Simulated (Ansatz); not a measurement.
# A hypothetical structure for Sm3GaB, part 2 of 2

This structure for Sm3GaB is made up. Its elements were placed in a known structure type with a cell scaled to their sizes. What cell does the guess relax to, and how far off was it?

Ansatz 0.2.0; DFT, PBEsol, plane-wave PAW, default files, scalar-relativistic, ferromagnetic start, cell and ions relaxed at zero pressure (the session's first sound run).

So far: Set-up; Relaxing cell and atoms. The relaxed cell has a = 5.038 Å (conventional setting).

In doubt: a part-filled 4f shell, where there is one, can sit in one of many states, so energies may not be the lowest and differences between runs may mislead; derivatives with an open 4f shell can jump between states, which bears on forces and vibrations.

## Step 3: Bands of the relaxed cell

With the geometry fixed, one more self-consistent run, with a narrower smearing and the mesh shown in its input, gives the bands, and its pressure, and its forces where symmetry allows any, show how far the geometry depends on these settings.

This step: DFT, PBEsol, plane-wave PAW, default files, scalar-relativistic, ferromagnetic start, bands and density of states at the relaxed cell (Ansatz 0.2.0).

input.yaml

```yaml
crystal:
  lattice:
    - [5.0378857236, 0.0, 0.0]
    - [0.0, 5.0378857236, 0.0]
    - [0.0, 0.0, 5.0378857236]
  atoms:
    - { symbol: Sm, position: [0.0, 0.5, 0.5], spin: 5.4 }
    - { symbol: Sm, position: [0.5, 0.5, 0.0], spin: 5.4 }
    - { symbol: Sm, position: [0.5, 0.0, 0.5], spin: 5.4 }
    - { symbol: Ga, position: [0.0, 0.0, 0.0] }
    - { symbol: B, position: [0.5, 0.5, 0.5] }
magnetization:
  spin_polarized: true
kpoints:
  mp_grid: { grid: [6, 6, 6] }
  band_path:
    path:
      - [[0.0, 0.0, 0.0], [0.0, 0.5, 0.0], [0.5, 0.5, 0.0], [0.0, 0.0, 0.0], [0.5, 0.5, 0.5], [0.0, 0.5, 0.0]]
      - [[0.5, 0.5, 0.0], [0.5, 0.5, 0.5]]
    npoints: 13
scf:
  occupations: { method: fermi_dirac, width: 0.03 }
  n_extra_bands: 18
hamiltonian:
  xc: pbesol
  pseudopotentials: { kind: paw }
output:
  forces: true
  stress: true
  write_bands: true
  dos: { projected: true }
  write_density: true
  write_potential: true
  elf: true
  volumetric_format: npy
```

On the command line:

```console
ansatz run input.yaml --threads 4 --pin off --max-ram 10240MiB --backend cpu --events-out ev --progress --plain --runs-dir out
```

Numbers of over 12 decimals in the logs are rounded to 6 here.

Output:

```text
Sm: projections on atomic orbitals take those of the free atom [Kr 4d10] 4f6 5s2 5p6 5d0 6s2, of charge +0.00 (hamiltonian.pseudopotentials.projection_atoms); the dataset's partial waves leave at most 1.0e-3 of an orbital's norm unspanned inside its sphere
[...]
Crystal: 5 atoms, lattice volume = 127.863 Å³
Basis set: ecut = 420 eV, 2517 PW (Γ), exchange–correlation on 72×72×72 points (8 copies of the dense FFT grid, shifted against one another)
Bands: 50, of which v1, the nominal top of the filled ones, is band 32 counted from 1 (31 counted from 0)
Symmetry: 48 space group operations
[...]
k-points: 20 of 216
[...]
Starting moments: Σ|m| = 16.2 μB on 3 of 5 sites
[...]
SCF iter   1: F=—  HF=-28331.667572 eV  |F-HF|=—  |Δ(HF+E_count)|=         —  Δρ=3.46e-2 (↑3.15e-2 ↓3.46e-2)  dr2=1.69e1  dr2_m=1.55e-1  M=16.959 μB ∫|m|=17.188 μB  β_m=0.30  ethr=3.10e-3  ⟨swp⟩=6.2  Hψ=7088  notcnv=0
[...]
SCF iter  13: F=-28329.788034 eV  HF=-28329.788034 eV  |F-HF|=2.50e-8  |Δ(HF+E_count)|=   6.99e-8  Δρ=3.35e-6 (↑3.35e-6 ↓1.64e-6)  dr2=3.15e-8  dr2_m=4.40e-9  M=18.161 μB ∫|m|=18.166 μB  ethr=1.10e-10  ⟨swp⟩=11.8  Hψ=14598  notcnv=0
SCF 1 converged in 13 iterations: F = -28329.788034 eV  dr2 = 3.15e-8
[...]
NSCF: frozen V_eff on 80 k-points
SCF converged after 13 iterations
Magnetization: 18.1610 μB (41.0805 up, 22.9195 down)
Absolute magnetization: 18.1641 μB (∫|ρ↑−ρ↓|, with the PAW one-centre terms)
[...]
Per-site moments (μB) at R_I (Å): [(5.430019, 1.039064), (5.430019, 1.039064), (5.430019, 1.039064), (0.098357, 1.469458), (0.080287, 1.039064)]
Free energy (F): -28329.788034 eV
[...]
Internal energy: -28329.718772 eV  (E = F + TS)
E sigma→0 (E₀):  -28329.753403 eV
Entropy (-TS):   -0.069262 eV (-13.852 meV/atom)
Fermi energy:    10.625799 eV
[...]
--- Stress (GPa, compression-positive) ---
       -0.069950       0.000000       0.000000
        0.000000      -0.069950       0.000000
       -0.000000       0.000000      -0.069950
  P = ⅓ Tr σ = -0.0700 GPa (-0.700 kbar)
--- Band table (eV; the first three rows and the last of 40) ---
  k-point 0 ↑: bands = [... 28 lower, 10.2174, 10.2174, 10.3179, 10.3443, 10.3443, 10.3443, 10.3610, 10.3610, ... 14 higher]
  k-point 1 ↑: bands = [... 28 lower, 10.2870, 10.2881, 10.3138, 10.3138, 10.3248, 10.3476, 10.3682, 10.3682, ... 14 higher]
  k-point 2 ↑: bands = [... 28 lower, 10.2565, 10.2971, 10.3026, 10.3026, 10.3463, 10.3463, 10.3484, 10.3660, ... 14 higher]
  k-point 19 ↓: bands = [... 28 lower, 13.5838, 13.5838, 13.5838, 13.7387, 13.7387, 13.7387, 14.1219, 14.1219, ... 14 higher]
```

Run time: 11 s. Hardware: 4 threads of Intel Xeon Platinum 8488C (Sapphire Rapids), shared host; peak memory 0.84 GiB.

Reading the cycles: dr2 is the Hartree energy of the density residual (eV), the measure of convergence; HF is the Harris–Foulkes estimate of the energy, which meets the free energy F at convergence.

Numbers from this step:

- free energy: -28329.7880 eV
- energy at zero smearing: -28329.7534 eV
- smearing term TS: 0.06926 eV
- Fermi energy: 10.63 eV
- magnetization: 18.16 μB
- absolute magnetization: 18.16 μB
- site moments: 5.430, 5.430, 5.430, 0.09836, 0.08029 μB
- pressure: -0.06995 GPa

bands.tsv at the labelled points (eV, zero at the Fermi level; the bands that come nearest the Fermi level along the path):

```tsv
point	band_40_up	band_41_up	band_42_up	band_43_up	band_44_up	band_21_dn	band_23_dn	band_24_dn
Γ	-0.01	-0.01	-0.01	-0.01	-0.01	0.65	0.65	1.07
X	-0.01	0.12	0.12	0.29	0.46	0.13	0.70	0.70
M	-0.02	-0.02	0.02	0.10	0.17	-0.54	-0.30	0.12
Γ	-0.01	-0.01	-0.01	-0.01	-0.01	0.65	0.65	1.07
R	0.02	0.02	0.02	0.31	0.31	-2.31	0.38	0.38
X	-0.01	0.12	0.12	0.29	0.46	0.13	0.70	0.70
M	-0.02	-0.02	0.02	0.10	0.17	-0.54	-0.30	0.12
R	0.02	0.02	0.02	0.31	0.31	-2.31	0.38	0.38
```

Counts of states for the cell as run, both spins, by energy window (eV from the Fermi level): Near the top, bands beyond those computed are missing, so counts there can be too low.

```csv
from,to,total
-8,-7,0.01
-7,-6,0.48
-6,-5,2.86
-5,-4,0.62
-4,-3,0.03
-3,-2,1.42
-2,-1,3.25
-1,0,21.10
0,1,7.74
1,2,3.03
```

A further 34.0 states lie below the table's range.

Spin density in the ac plane at fractional y = 0.500, with atoms of Sm and B within 0.2 Å of it.

Ten even steps from '_' (0 e/Å³) to '@' (10 e/Å³), each cell a mean:
```
__________..==##::__________
____________....____________
____________________________
____________________________
____________________________
--..______________________::
@@--____________________..##
##::____________________..==
..________________________..
____________________________
____________________________
____________________________
____________::--..__________
__________..##@@--__________
```
Columns run along a (5.0 Å), rows up along c (5.0 Å). Atoms in or near the plane, at fractional coordinates: Sm at (0.00, 0.50), Sm at (0.50, 0.00), B at (0.50, 0.50).

Electrostatic potential energy in the ac plane at fractional y = 0.500, with atoms of Sm and B within 0.2 Å of it. With pseudopotentials it is smooth inside the atoms' cores, unlike the true potential.

Ten even steps from '_' (-53 eV) to '@' (14 eV), each cell a mean:
```
@@@@@@@@##==..__::++%%@@@@@@
@@@@@@@@%%**==--==##%%@@@@@@
@@@@@@@@@@%%######%%@@@@@@@@
%%%%@@@@@@@@@@%%@@@@@@@@%%%%
++**##@@@@@@%%%%@@@@@@%%##++
..--**%%@@%%==--**@@@@##==::
__..++%%@@**..__--%%%%##--__
__::++%%@@##::..==%%@@##==..
--==##%%@@@@##**%%@@@@%%**==
**##%%@@@@@@@@@@@@@@@@@@%%##
%%@@@@@@@@%%%%%%%%@@@@@@@@@@
@@@@@@@@%%##++++**##@@@@@@@@
@@@@@@@@##==::..--**%%@@@@@@
@@@@@@%%**--____..++%%@@@@@@
```
Columns run along a (5.0 Å; values clipped at the 3rd and 97th percentile), rows up along c (5.0 Å). Atoms in or near the plane, at fractional coordinates: Sm at (0.00, 0.50), Sm at (0.50, 0.00), B at (0.50, 0.50).

ELF in the ac plane at fractional y = 0.500, with atoms of Sm and B within 0.2 Å of it. It is the smooth field of the valence electrons, not physical close to the nuclei.

Ten even steps from '_' (0.03) to '@' (0.76), each cell a mean:
```
==--....**@@++--%%@@--__::==
::..____==%%@@@@@@##::__..::
________..--****++::..______
==--....::--======--::..::--
@@%%==::++%%%%%%%%##--::##@@
**@@##--**@@**++%%%%==++@@%%
__##@@==**%%..__++%%==**@@--
::%%%%==**@@--..**%%==**@@++
@@@@**::**@@@@%%@@%%----%%@@
##++::..==********++::..==**
....____..::====--::..____..
....____::**%%@@##==..____..
--::....++@@%%##@@%%--__..--
++--....##@@::__**@@==__::==
```
Columns run along a (5.0 Å), rows up along c (5.0 Å). Atoms in or near the plane, at fractional coordinates: Sm at (0.00, 0.50), Sm at (0.50, 0.00), B at (0.50, 0.50).

## Step 4: Results

| Quantity | Value |
| --- | --- |
| space group, relaxed | Pm-3m |
| conventional cell | a = 5.038, b = 5.038, c = 5.038 Å; α = 90.0°, β = 90.0°, γ = 90.0° |
| volume per atom | 25.57 Å³ (guess 25.35) |
| total moment | 18.19 μB in the cell of 5 atoms |

What this shows: Sm3GaB relaxes to Pm-3m with a = 5.038, b = 5.038 and c = 5.038 Å. The guessed volume was near the relaxed one. The space group Pm-3m was held in the relaxation, so the end point is a stationary structure within it and may be a saddle against distortions or other arrangements. The input starts from parallel moments, and no other start was typed. The f shell may be open and has no Hubbard U, so its place in energy and the volume are uncertain. The electronic state may lie above the lowest one. Bands cross the Fermi level, so it is a metal or semimetal at this level. On the 6×6×6 mesh with the narrower smearing (relaxed on 6×6×6) the forces vanish, as symmetry may demand, and the largest stress component is 0.070 GPa, against the relaxation's thresholds of 0.015 eV/Å and 0.05 GPa. The cutoff wasn't tested. Spin-orbit coupling is left out, which can matter for elements this heavy. No dispersion term is used, so weakly bound directions may come out too long. Nothing here tests whether the compound is stable against decomposition.

[Logs are printed without paths, hosts, clocks, repeated set-up lines and the standing remarks that a program may print on its own settings, such as how far it seeks lower states.]

[Hosts, paths, dates, database ids (printed as entryN), source tags and the programs' standing remarks are cut or masked in the printed files.]
